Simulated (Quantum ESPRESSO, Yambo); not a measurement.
Planning a run of Quantum ESPRESSO 7.5 on Al2O3 (Corundum). The input:

```
&control
  calculation = 'scf'
  prefix = 'x'
  outdir = 'o'
  pseudo_dir = 'pseudo'
/
&system
  ibrav = 0
  nat = 10
  ntyp = 2
  ecutwfc = 72.0
  nbnd = 33
  force_symmorphic = .true.
/
&electrons
  conv_thr = 1e-10
  electron_maxstep = 80
  mixing_beta = 0.5
/
ATOMIC_SPECIES
  Al 26.982 Al.upf
  O 15.999 O.upf
CELL_PARAMETERS angstrom
  2.3326450000 1.3467532186 4.2452293334
  -2.3326450000 1.3467532186 4.2452293334
  -0.0000000000 -2.6935064374 4.2452293334
ATOMIC_POSITIONS crystal
  Al 0.3521600000 0.3521600000 0.3521600000
  Al 0.1478400000 0.1478400000 0.1478400000
  Al 0.6478400000 0.6478400000 0.6478400000
  Al 0.8521600000 0.8521600000 0.8521600000
  O 0.5566800000 0.9433200000 0.2500000000
  O 0.2500000000 0.5566800000 0.9433200000
  O 0.9433200000 0.2500000000 0.5566800000
  O 0.4433200000 0.0566800000 0.7500000000
  O 0.7500000000 0.4433200000 0.0566800000
  O 0.0566800000 0.7500000000 0.4433200000
K_POINTS automatic
  6 6 6 0 0 0
```

```sh
OMP_NUM_THREADS=1 mpirun -n 4 pw.x -nk 4 -in pw.in > pw.out
```

Estimate wall time and host memory on 4 MPI ranks of Arm Neoverse V1, shared host.

It took 65 s; on shared hardware allow 33 s to 2.2 min. Peak host memory was 0.49 GiB.

[Paths, hosts, dates, memory and timing lines, banners, echoed tables and standing remarks are left out of the program output.]

[Logs are printed without paths, hosts, clocks, repeated set-up lines and the standing remarks that a program may print on its own settings, such as how far it seeks lower states.]

[Runs of the session that timed out or met a known fault of the program may be left out.]

[Hosts, paths, dates, database ids (printed as entryN), source tags and the programs' standing remarks are cut or masked in the printed files.]
